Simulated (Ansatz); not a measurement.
# How fast states decay through CdB2Se2O2, part 2 of 3

Aim: relax a made-up compound, CdB2Se2O2, and see how good a tunnel barrier it would be. It is built by putting B for Ga, O for S in the CdGa2Se2S2 structure of space group C2, with the volume rescaled by atomic radii. The parent structure comes from the Materials Project.

Ansatz 0.2.0; r2SCAN DFT, plane waves, PAW files (the session's first sound run).

So far. Step 2 (Cell and atoms at rest): The largest force component on a free atom ends at 0.0038 eV/Å. Step 3 (The bulk crystal and its band edges): The searched edges give 0.260 eV, as on the mesh.

The structure was built from a prototype and need not be the compound's stable phase.

### Step 4. Complex bands, plane (001)

This step: r2SCAN DFT, plane waves, PAW files; complex bands by layer matching along the plane's normal (Ansatz 0.2.0).

The same crystal is laid in a cell whose first two vectors span the (001) plane (indices of the standard conventional cell, whose axes can be ordered otherwise than in the bulk input). At fixed energy and wavevector in the plane the solver finds all kz, real and complex. A few wavevectors are listed, (0, 0) and (-0.5, -0.5) in units of the plane's reciprocal vectors; the slowest state needn't be among them.

Contents of input.yaml:

```yaml
crystal:
  lattice:
    - [5.40322141, 0.0, 0.0]
    - [-0.502213875, 5.379831115, 0.0]
    - [-1.707580734, -1.87440968, 3.554157259]
  atoms:
    - { symbol: Cd, position: [0.9322193676, 0.0677806324, 0.0] }
    - { symbol: B, position: [0.2916095154, 0.7083904846, 0.5] }
    - { symbol: B, position: [0.4703573757, 0.5296426243, 0.0] }
    - { symbol: Se, position: [0.4095600795, 0.119545669, 0.5585427775] }
    - { symbol: Se, position: [0.880454331, 0.5904399205, 0.4414572225] }
    - { symbol: O, position: [0.2881782338, 0.5223789031, 0.1578071801] }
    - { symbol: O, position: [0.4776210969, 0.7118217662, 0.8421928199] }
kpoints:
  mp_grid: { grid: [6, 6, 6] }
scf:
  occupations: { method: fixed }
hamiltonian:
  xc: r2scan
output:
  eigenvalues: true
  transmission:
    leads: [[0, 0]]
    kpoints: [[0.0, 0.0], [-0.5, -0.5]]
    e_range: [-1.0, 1.26]
    de: 0.06
```

Command:

```bash
$ ansatz run input.yaml --threads 2 --pin off --max-ram 4096MiB --backend cpu --events-out ev --progress --plain --runs-dir out
```

Numbers of over 12 decimals in the logs are rounded to 6 here.

The log of the run:

```text
[...]
Crystal: 7 atoms, lattice volume = 103.314 Å³
Basis set: ecut = 500 eV, 2593 PW (Γ), exchange–correlation on 160×160×128 points (64 copies of the dense FFT grid, shifted against one another)
Bands: 42, of which v1, the nominal top of the filled ones, is band 35 counted from 1 (34 counted from 0)
Symmetry: 2 space group operations
[...]
k-points: 68 of 216 (time reversal used)
[...]
SCF iter   1: F=—  HF=-20677.787846 eV  |F-HF|=—  |Δ(HF+E_count)|=         —  Δρ=1.10e-2  dr2=1.40e-1  dr2_τ=4.31e-1  ethr=1.77e-3  ⟨swp⟩=5.0  Hψ=9452  notcnv=0  defer=328
[...]
SCF iter   8: F=-20677.915610 eV  HF=-20677.915610 eV  |F-HF|=1.47e-9  |Δ(HF+E_count)|=   4.03e-8  Δρ=4.24e-6  dr2=1.79e-8  dr2_τ=9.74e-10  ethr=1.43e-10  ⟨swp⟩=10.0  Hψ=11055  notcnv=0
SCF 1 converged in 8 iterations: F = -20677.915610 eV  dr2 = 1.79e-8
[...]
transmission: 5 of 10 steps passed
transmission: 10 of 10 steps passed
SCF converged after 8 iterations
Free energy (F): -20677.915610 eV
[...]
Internal energy: -20677.915610 eV  (E = F + TS)
E sigma→0 (E₀):  -20677.915610 eV
Fermi energy:    8.903761 eV
[...]
--- Band table (eV; the first three rows and the last of 68) ---
  k-point 0: bands = [... 31 lower, 6.6802, 7.3089, 7.7781, 7.8269, 9.1636, 12.5314, 14.4330, 14.6585, ... 3 higher]
  k-point 1: bands = [... 31 lower, 6.2009, 6.8974, 7.2912, 7.8286, 9.8770, 13.0719, 13.7456, 14.5226, ... 3 higher]
  k-point 2: bands = [... 31 lower, 6.2899, 6.7349, 7.4399, 7.9707, 10.9323, 12.7403, 13.4696, 14.0323, ... 3 higher]
  k-point 67: bands = [... 31 lower, 5.6167, 6.2178, 7.7961, 7.8766, 9.6710, 12.7677, 13.0208, 14.7536, ... 3 higher]
--- Transmission ---
  basis      : 299 plane waves across, 5 finite elements along
  points     : 2, as listed
  energies   : 38 from -1.000000 to 1.220000 eV about the Fermi level, 0.060000 eV apart; the leads are filled to 0.129917 eV, and channels, transmission and decay are at 0.140000 eV
  crystal 0  : Se2O2Cd1B2, at the sites [0, 0], period 3.5542 Å: whole cells are its period
    offset         : up to 0.0000 Å between an atom of the period and one for which it stands
    channels       : 0.000000e0 a spin
    conductance    : none, the energies end too early or step too widely for 300 K: set another output.transmission.e_range or a lower de, or, where they end at an eighth of basis.ecutwfc, a higher one
    slowest decay  : 0.0807 /Å at (0.0000, 0.0000)
```

The job ended after 34 s (2 threads of AMD EPYC 9R45, shared host; peak memory 1.2 GiB; 68 s of CPU time).

This step gave:

```
level to which the leads are filled                       : 0.1299 eV from the Fermi level
decay constant at the filling level, zone centre          : 0.0807 Å⁻¹
decay constant at the filling level, slowest listed point : 0.0807 Å⁻¹
```

K parallel (0, 0); values up to 1.5 1/Å, a degenerate pair printed once or twice; energies at which all values exceed this have no row. Im kz of the slowest decaying states against energy, zero at the highest filled level on the SCF mesh:

```tsv
energy (eV)	decay 1 (Å⁻¹)	decay 2 (Å⁻¹)	decay 3 (Å⁻¹)	decay 4 (Å⁻¹)
-1.000	0.0772	0.282	0.521	0.726
-0.880	0.102	0.149	0.349	0.514
-0.760	0.118	0.263	0.381	0.510
-0.640	0.127	0.335	0.402	0.508
-0.580	0.131	0.363	0.409	0.507
-0.460	0.0659	0.134	0.407	0.422
-0.340	0.114	0.134	0.432	0.441
-0.220	0.130	0.143	0.439	0.469
-0.100	0.122	0.165	0.445	0.492
0.020	0.107	0.183	0.450	0.501
0.080	0.0956	0.190	0.452	0.500
0.200	0.0589	0.204	0.454	0.499
0.320	0.215	0.456	0.497	0.548
0.440	0.225	0.456	0.497	0.559
0.560	0.233	0.454	0.497	0.567
0.680	0.240	0.452	0.498	0.574
0.800	0.246	0.447	0.500	0.580
0.860	0.249	0.444	0.502	0.582
0.980	0.254	0.437	0.507	0.585
1.100	0.258	0.427	0.514	0.586
1.220	0.262	0.416	0.522	0.586
```

K parallel (0, 0). Table of Re kz of states that move upwards by energy, zero at the highest filled level on the SCF mesh:

```tsv
energy (eV)	channel 1 (Å⁻¹)	channel 2 (Å⁻¹)
-1.000	0.497	0.771
-0.940	0.581	-
-0.880	0.642	-
-0.820	0.685	-
-0.760	0.718	-
-0.700	0.747	-
-0.640	0.775	-
-0.580	0.808	-
-0.520	0.862	-
-0.460	-	-
-0.400	-	-
-0.340	-	-
-0.280	-	-
-0.220	-	-
-0.160	-	-
-0.100	-	-
-0.040	-	-
0.020	-	-
0.080	-	-
0.140	-	-
0.200	-	-
0.260	0.00431	-
0.320	0.0632	-
0.380	0.0921	-
0.440	0.116	-
0.500	0.138	-
0.560	0.160	-
0.620	0.180	-
0.680	0.200	-
0.740	0.220	-
0.800	0.239	-
0.860	0.259	-
0.920	0.278	-
0.980	0.297	-
1.040	0.316	-
1.100	0.334	-
1.160	0.352	-
1.220	0.371	-
```

K parallel (-0.5, -0.5); values up to 1.5 1/Å, a degenerate pair printed once or twice; energies at which all values exceed this have no row. Im kz of the slowest decaying states against energy, zero at the highest filled level on the SCF mesh:

```tsv
energy (eV)	decay 1 (Å⁻¹)	decay 2 (Å⁻¹)	decay 3 (Å⁻¹)	decay 4 (Å⁻¹)
-1.000	0.0576	0.258	0.419	0.897
-0.940	0.0951	0.275	0.412	0.893
-0.820	0.136	0.311	0.389	0.886
-0.760	0.150	0.333	0.375	0.883
-0.640	0.170	0.369	0.378	0.875
-0.580	0.178	0.378	0.396	0.872
-0.460	0.190	0.400	0.426	0.864
-0.400	0.193	0.411	0.438	0.861
-0.280	0.198	0.431	0.458	0.853
-0.220	0.199	0.440	0.467	0.849
-0.100	0.198	0.457	0.483	0.841
-0.040	0.197	0.466	0.490	0.837
0.020	0.0407	0.194	0.473	0.497
0.080	0.0796	0.190	0.481	0.503
0.140	0.103	0.186	0.488	0.508
0.260	0.136	0.174	0.502	0.519
0.320	0.148	0.166	0.509	0.523
0.440	0.146	0.168	0.522	0.532
0.500	0.134	0.176	0.528	0.536
0.620	0.102	0.190	0.540	0.543
0.680	0.0794	0.197	0.546	0.547
0.800	0.207	0.508	0.551	0.610
0.860	0.212	0.487	0.553	0.645
0.980	0.220	0.461	0.557	0.702
1.040	0.224	0.452	0.559	0.733
1.160	0.231	0.437	0.562	0.760
1.220	0.233	0.430	0.562	0.756
```

K parallel (-0.5, -0.5). Re kz of states that move upwards, channel 1 against energy, zero at the highest filled level on the SCF mesh:

```tsv
energy (eV)	Re kz of states that move upwards, channel 1 (Å⁻¹)
-1.000	0.401
-0.880	0.508
-0.760	0.634
-0.700	0.707
-0.580	0.825
-0.460	-0.869
-0.340	-0.814
-0.280	-0.789
-0.160	-0.739
-0.040	-0.675
0.020	-
0.080	-
0.140	-
0.260	-
0.380	-
0.500	-
0.560	-
0.680	-
0.800	0.318
0.920	0.377
0.980	0.398
1.100	0.433
1.220	0.464
```

At the listed wavevectors the last open channel is at -0.04 eV and the next at +0.26 eV on the grid. At +0.14 eV, the grid energy nearest the filling level (the middle of the gap on the SCF mesh), the slowest state at the listed wavevectors decays with κ = 0.0807 Å⁻¹, its amplitude falling by e over 12 Å. Through 1 nm of this crystal that state's transmission falls by exp(−2 × 0.0807 Å⁻¹ × 10 Å) = 0.20.

### Step 5. Decay over the two-dimensional zone

The listed points could miss the slowest state, so one energy near mid-gap is solved on a mesh of 10×10.

input.yaml: that of step 4 with these lines changed.

```diff
@@ -21,6 +21,2 @@
   eigenvalues: true
-  transmission:
-    leads: [[0, 0]]
-    kpoints: [[0.0, 0.0], [-0.5, -0.5]]
-    e_range: [-1.0, 1.26]
-    de: 0.06
+  transmission: { leads: [[0, 0]], kmesh: [10, 10], e_range: [0.13, 0.14], de: 0.05 }
```

The log of the run:

```text
[...]
Crystal: 7 atoms, lattice volume = 103.314 Å³
Basis set: ecut = 500 eV, 2593 PW (Γ), exchange–correlation on 160×160×128 points (64 copies of the dense FFT grid, shifted against one another)
Bands: 42, of which v1, the nominal top of the filled ones, is band 35 counted from 1 (34 counted from 0)
Symmetry: 2 space group operations
[...]
k-points: 68 of 216 (time reversal used)
[...]
SCF iter   1: F=—  HF=-20677.787846 eV  |F-HF|=—  |Δ(HF+E_count)|=         —  Δρ=1.10e-2  dr2=1.40e-1  dr2_τ=4.31e-1  ethr=1.77e-3  ⟨swp⟩=5.0  Hψ=9452  notcnv=0  defer=328
[...]
SCF iter   8: F=-20677.915610 eV  HF=-20677.915610 eV  |F-HF|=1.47e-9  |Δ(HF+E_count)|=   4.03e-8  Δρ=4.24e-6  dr2=1.79e-8  dr2_τ=9.74e-10  ethr=1.43e-10  ⟨swp⟩=10.0  Hψ=11055  notcnv=0
SCF 1 converged in 8 iterations: F = -20677.915610 eV  dr2 = 1.79e-8
[...]
transmission: 40 of 260 steps passed
transmission: 60 of 260 steps passed
[...]
transmission: 260 of 260 steps passed
SCF converged after 8 iterations
Free energy (F): -20677.915610 eV
[...]
Internal energy: -20677.915610 eV  (E = F + TS)
E sigma→0 (E₀):  -20677.915610 eV
Fermi energy:    8.903761 eV
[...]
--- Band table (eV; the first three rows and the last of 68) ---
  k-point 0: bands = [... 31 lower, 6.6802, 7.3089, 7.7781, 7.8269, 9.1636, 12.5314, 14.4330, 14.6585, ... 3 higher]
  k-point 1: bands = [... 31 lower, 6.2009, 6.8974, 7.2912, 7.8286, 9.8770, 13.0719, 13.7456, 14.5226, ... 3 higher]
  k-point 2: bands = [... 31 lower, 6.2899, 6.7349, 7.4399, 7.9707, 10.9323, 12.7403, 13.4696, 14.0323, ... 3 higher]
  k-point 67: bands = [... 31 lower, 5.6167, 6.2178, 7.7961, 7.8766, 9.6710, 12.7677, 13.0208, 14.7536, ... 3 higher]
--- Transmission ---
  basis      : 299 plane waves across, 5 finite elements along
  points     : 52, standing for a mesh of 10 x 10
  energies   : 1 from 0.130000 to 0.130000 eV about the Fermi level; the leads are filled to 0.129917 eV, and channels, transmission and decay are at 0.130000 eV
[...]
channels       : 0.000000e0 a spin
    conductance    : none, crystal 0 has no channel at the energies, or these end too early or step too widely for 300 K: set another output.transmission.e_range or a lower de, or, where they end at an eighth of basis.ecutwfc, a higher one
    slowest decay  : 0.0835 /Å at (0.0000, 0.0000)
```

Elapsed: 69 s, on 2 threads; peak memory 1.2 GiB; 2.3 min of CPU time.

Numbers from this step:

```
least decay constant on the mesh : 0.0835 Å⁻¹
```

Slowest decay constant (1/Å; 0 where a channel is open) over k1 and k2. At 0.1300 eV from the Fermi level.

Values, 10 rows by 10 columns:
```
0.125 0.151 0.183 0.203 0.211 0.207 0.194 0.178 0.154 0.129
0.165 0.183 0.200 0.209 0.207 0.194 0.174 0.157 0.153 0.154
0.193 0.203 0.209 0.205 0.190 0.166 0.142 0.140 0.157 0.178
0.206 0.211 0.207 0.190 0.158 0.119 0.110 0.142 0.174 0.194
0.211 0.207 0.194 0.166 0.119 0.084 0.119 0.166 0.194 0.207
0.206 0.194 0.174 0.142 0.110 0.119 0.158 0.190 0.207 0.211
0.193 0.178 0.157 0.140 0.142 0.166 0.190 0.205 0.209 0.203
0.165 0.154 0.153 0.157 0.174 0.194 0.207 0.209 0.200 0.183
0.125 0.129 0.154 0.178 0.194 0.207 0.211 0.203 0.183 0.151
0.100 0.125 0.165 0.193 0.206 0.211 0.206 0.193 0.165 0.125
```
Columns: k1 (b1) from -0.5 to 0.4; rows upwards: k2 (b2) from -0.5 to 0.4.

The least value on the mesh is 0.0835 Å⁻¹ at +0.13 eV. At that energy the listed points give about 0.0832 Å⁻¹ by interpolation, so the mesh holds no clearly slower state.

### Step 6. Complex bands, plane (010)

The same for the (010) plane, at (0, 0) and (0.5, 0), to see how the decay depends on direction.

Contents of input.yaml:

```yaml
crystal:
  lattice:
    - [4.365922289, 0.0, 0.0]
    - [0.139352885, 5.924404507, 0.0]
    - [-2.113284702, 2.962202254, 3.994269293]
  atoms:
    - { symbol: Cd, position: [0.0677806324, 0.9322193676, 0.1355612648] }
    - { symbol: B, position: [0.2083904846, 0.2916095154, 0.4167809692] }
    - { symbol: B, position: [0.5296426243, 0.4703573757, 0.0592852486] }
    - { symbol: Se, position: [0.148982698, 0.4095600795, 0.7099855895] }
    - { symbol: Se, position: [0.5610028915, 0.880454331, 0.7099855895] }
    - { symbol: O, position: [0.8696289463, 0.2881782338, 0.2342006693] }
    - { symbol: O, position: [0.364571723, 0.4776210969, 0.2342006693] }
kpoints:
  mp_grid: { grid: [6, 6, 6] }
scf:
  occupations: { method: fixed }
hamiltonian:
  xc: r2scan
output:
  eigenvalues: true
  transmission:
    leads: [[0, 0]]
    kpoints: [[0.0, 0.0], [0.5, 0.0]]
    e_range: [-1.0, 1.26]
    de: 0.05
```

The log of the run:

```text
[...]
Crystal: 7 atoms, lattice volume = 103.314 Å³
Basis set: ecut = 500 eV, 2593 PW (Γ), exchange–correlation on 128×180×160 points (64 copies of the dense FFT grid, shifted against one another)
Bands: 42, of which v1, the nominal top of the filled ones, is band 35 counted from 1 (34 counted from 0)
Symmetry: 2 space group operations
[...]
k-points: 68 of 216 (time reversal used)
[...]
SCF iter   1: F=—  HF=-20677.787822 eV  |F-HF|=—  |Δ(HF+E_count)|=         —  Δρ=1.10e-2  dr2=1.40e-1  dr2_τ=4.31e-1  ethr=1.77e-3  ⟨swp⟩=5.0  Hψ=9468  notcnv=0  defer=333
[...]
SCF iter   8: F=-20677.915610 eV  HF=-20677.915610 eV  |F-HF|=1.46e-9  |Δ(HF+E_count)|=   3.64e-8  Δρ=4.27e-6  dr2=1.82e-8  dr2_τ=9.87e-10  ethr=1.43e-10  ⟨swp⟩=10.0  Hψ=11039  notcnv=0
SCF 1 converged in 8 iterations: F = -20677.915610 eV  dr2 = 1.82e-8
[...]
transmission: 6 of 12 steps passed
transmission: 12 of 12 steps passed
SCF converged after 8 iterations
Free energy (F): -20677.915610 eV
[...]
Internal energy: -20677.915610 eV  (E = F + TS)
E sigma→0 (E₀):  -20677.915610 eV
Fermi energy:    8.903761 eV
[...]
--- Band table (eV; the first three rows and the last of 68) ---
  k-point 0: bands = [... 31 lower, 6.6802, 7.3089, 7.7781, 7.8269, 9.1636, 12.5314, 14.4330, 14.6585, ... 3 higher]
  k-point 1: bands = [... 31 lower, 6.5443, 6.7842, 7.7250, 7.8719, 10.1799, 12.8933, 14.0299, 14.5257, ... 3 higher]
  k-point 2: bands = [... 31 lower, 6.2156, 6.6369, 7.7335, 8.3955, 11.9327, 13.1311, 13.4650, 14.2644, ... 3 higher]
  k-point 67: bands = [... 31 lower, 5.6167, 6.2178, 7.7961, 7.8766, 9.6710, 12.7677, 13.0208, 14.7536, ... 3 higher]
--- Transmission ---
  basis      : 265 plane waves across, 6 finite elements along
  points     : 2, as listed
[...]
crystal 0  : B2Cd1O2Se2, at the sites [0, 0], period 3.9943 Å: whole cells are its period
[...]
channels       : 0.000000e0 a spin
[...]
slowest decay  : 0.0713 /Å at (0.0000, 0.0000)
```

The job ended after 32 s (2 threads; peak memory 1.1 GiB; 64 s of CPU time).

Numbers from this step:

- decay constant at the filling level, zone centre: 0.07131 Å⁻¹
- decay constant at the filling level, slowest listed point: 0.0713 Å⁻¹

K parallel (0, 0); values up to 1.5 1/Å, a degenerate pair printed once or twice; energies at which all values exceed this have no row. Table of Im kz of the slowest decaying states by energy, zero at the highest filled level on the SCF mesh:

```tsv
energy (eV)	decay 1 (Å⁻¹)	decay 2 (Å⁻¹)	decay 3 (Å⁻¹)	decay 4 (Å⁻¹)
-1.000	0.150	0.260	0.389	0.800
-0.850	0.157	0.390	0.439	0.812
-0.700	0.159	0.392	0.408	0.712
-0.500	0.154	0.394	0.440	0.838
-0.350	0.146	0.395	0.464	0.848
-0.200	0.133	0.397	0.486	0.835
-0.050	0.114	0.398	0.506	0.819
0.000	0.00308	0.106	0.398	0.513
0.100	0.0851	0.101	0.399	0.525
0.300	0.169	0.400	0.547	0.790
0.450	0.201	0.400	0.563	0.779
0.600	0.226	0.400	0.576	0.769
0.750	0.246	0.400	0.589	0.759
0.950	0.267	0.398	0.605	0.746
1.100	0.280	0.396	0.616	0.735
1.250	0.291	0.394	0.625	0.725
```

K parallel (0, 0). Table of Re kz of states that move upwards, channel 1 by energy, zero at the highest filled level on the SCF mesh:

```tsv
energy (eV)	Re kz of states that move upwards, channel 1 (Å⁻¹)
-1.000	0.314
-0.900	0.380
-0.800	0.423
-0.700	0.460
-0.550	0.511
-0.450	0.544
-0.350	0.578
-0.250	0.614
-0.150	0.656
-0.050	0.713
0.000	-
0.050	-
0.200	-
0.300	0.0446
0.400	0.0850
0.500	0.113
0.600	0.137
0.700	0.159
0.800	0.179
0.950	0.207
1.050	0.224
1.150	0.241
1.250	0.258
```

K parallel (0.5, 0); values up to 1.5 1/Å, a degenerate pair printed once or twice; energies at which all values exceed this have no row. Im kz of the slowest decaying states against energy, zero at the highest filled level on the SCF mesh:

```tsv
energy (eV)	decay 1 (Å⁻¹)	decay 2 (Å⁻¹)	decay 3 (Å⁻¹)	decay 4 (Å⁻¹)
-1.000	0.198	0.334	1.28	1.44
-0.900	0.206	0.355	1.28	1.43
-0.800	0.213	0.374	1.28	1.43
-0.750	0.216	0.383	1.28	1.42
-0.650	0.221	0.400	1.28	1.42
-0.550	0.226	0.415	1.27	1.41
-0.450	0.229	0.429	1.27	1.41
-0.350	0.231	0.443	1.27	1.40
-0.300	0.232	0.449	1.27	1.40
-0.200	0.234	0.461	1.27	1.39
-0.100	0.234	0.472	1.26	1.39
0.000	0.234	0.482	1.26	1.38
0.100	0.233	0.492	1.26	1.38
0.150	0.233	0.497	1.26	1.38
0.250	0.231	0.506	1.25	1.37
0.350	0.229	0.514	1.25	1.37
0.450	0.226	0.522	1.25	1.34
0.550	0.222	0.530	1.25	1.32
0.600	0.220	0.534	1.24	1.32
0.700	0.216	0.541	1.24	1.31
0.800	0.210	0.548	1.24	1.30
0.900	0.204	0.554	1.24	1.30
1.000	0.197	0.560	1.23	1.30
1.050	0.193	0.563	1.23	1.30
1.150	0.184	0.569	1.23	1.32
1.250	0.174	0.575	1.23	1.30
```

At the listed wavevectors the last open channel is at -0.05 eV and the next at +0.30 eV on the grid. At +0.15 eV, the grid energy nearest the filling level (the middle of the gap on the SCF mesh), the slowest state at the listed wavevectors decays with κ = 0.0713 Å⁻¹, its amplitude falling by e over 14 Å; the first such run, plane (001), gave 0.0807 Å⁻¹.

### Step 7. Band edges at another level, cutoff 1306.15 eV

This step: r2SCAN DFT, plane waves, norm-conserving files (Ansatz 0.2.0).

The edges again with norm-conserving files, at the same atoms. Against that run the cutoff is 1306 eV against 500.

Contents of input.yaml:

```yaml
crystal:
  lattice:
    - [3.6026855986, -3.9942692931, 0.5111466513]
    - [3.6026855986, 3.9942692931, 0.5111466513]
    - [-3.0097153248, 0.0, 3.1627347491]
  atoms:
    - { symbol: Cd, position: [0.9322193676, 0.0677806324, 0.0] }
    - { symbol: B, position: [0.2916095154, 0.7083904846, 0.5] }
    - { symbol: B, position: [0.4703573757, 0.5296426243, 0.0] }
    - { symbol: Se, position: [0.4095600795, 0.119545669, 0.5585427775] }
    - { symbol: Se, position: [0.880454331, 0.5904399205, 0.4414572225] }
    - { symbol: O, position: [0.2881782338, 0.5223789031, 0.1578071801] }
    - { symbol: O, position: [0.4776210969, 0.7118217662, 0.8421928199] }
kpoints:
  mp_grid: { grid: [6, 6, 6] }
  band_path: { path: [VBM, CBM], npoints: 30 }
scf:
  occupations: { method: fixed }
hamiltonian:
  xc: r2scan
  pseudopotentials: { kind: nc }
output:
  eigenvalues: true
```

The log of the run:

```text
[...]
Crystal: 7 atoms, lattice volume = 103.314 Å³
Basis set: ecut = 1306.15 eV, 11057 PW (Γ)
Bands: 42, of which v1, the nominal top of the filled ones, is band 35 counted from 1 (34 counted from 0)
Symmetry: 2 space group operations
[...]
k-points: 68 of 216 (time reversal used)
[...]
SCF iter   1: F=—  HF=-12004.161879 eV  |F-HF|=—  |Δ(HF+E_count)|=         —  Δρ=8.31e-2  dr2=6.52e0  dr2_τ=8.43e0  ethr=3.10e-3  ⟨swp⟩=6.1  Hψ=12183  notcnv=0  defer=335
[...]
SCF iter   9: F=-12002.263019 eV  HF=-12002.263019 eV  |F-HF|=1.76e-7  |Δ(HF+E_count)|=   1.53e-7  Δρ=3.92e-6  dr2=1.26e-8  dr2_τ=3.36e-8  ethr=1.43e-10  ⟨swp⟩=14.5  Hψ=15179  notcnv=0
SCF 1 converged in 9 iterations: F = -12002.263019 eV  dr2 = 1.26e-8
[...]
SCF converged after 9 iterations
Free energy (F): -12002.263019 eV
[...]
Internal energy: -12002.263019 eV  (E = F + TS)
E sigma→0 (E₀):  -12002.263019 eV
Fermi energy:    9.104907 eV
[...]
--- Band table (eV; the first three rows and the last of 68) ---
  k-point 0: bands = [... 31 lower, 6.8864, 7.5109, 7.9804, 8.0309, 9.3786, 12.7265, 14.6229, 14.8703, ... 3 higher]
  k-point 1: bands = [... 31 lower, 6.4144, 7.0998, 7.4952, 8.0337, 10.0872, 13.2673, 13.9456, 14.7309, ... 3 higher]
  k-point 2: bands = [... 31 lower, 6.4976, 6.9426, 7.6431, 8.1774, 11.1381, 12.9424, 13.6720, 14.2289, ... 3 higher]
  k-point 67: bands = [... 31 lower, 5.8212, 6.4302, 8.0012, 8.0829, 9.8857, 12.9643, 13.2223, 14.9542, ... 3 higher]
```

The job ended after 2.2 min (2 threads; peak memory 1.3 GiB).

Numbers from this step:

```
free energy        : -12002.2630 eV
Fermi energy       : 9.105 eV
gap on the k-mesh  : 0.2737 eV
gap on path        : 0.2737 eV, by band count; negative where bands overlap
direct gap on path : 1.348 eV
```

The electronic bands at the labelled points (eV, zero at the Fermi level (highest filled level under fixed occupations); v1 is the highest filled band, c1 the lowest empty one):

```tsv
point	v4	v3	v2	v1	c1	c2	c3	c4
VBM	-2.62	-2.34	-1.21	0.00	3.89	4.28	4.90	5.14
halfway	-2.47	-2.07	-1.65	-1.61	1.89	4.54	5.13	5.39
CBM	-2.22	-1.59	-1.12	-1.07	0.27	3.62	5.52	5.77
```

The searched edges give 0.274 eV, as on the mesh.

(Continued in part 3 of 3.)

[Logs are printed without paths, hosts, clocks, repeated set-up lines and the standing remarks that a program may print on its own settings, such as how far it seeks lower states.]

[Hosts, paths, dates, database ids (printed as entryN), source tags and the programs' standing remarks are cut or masked in the printed files.]
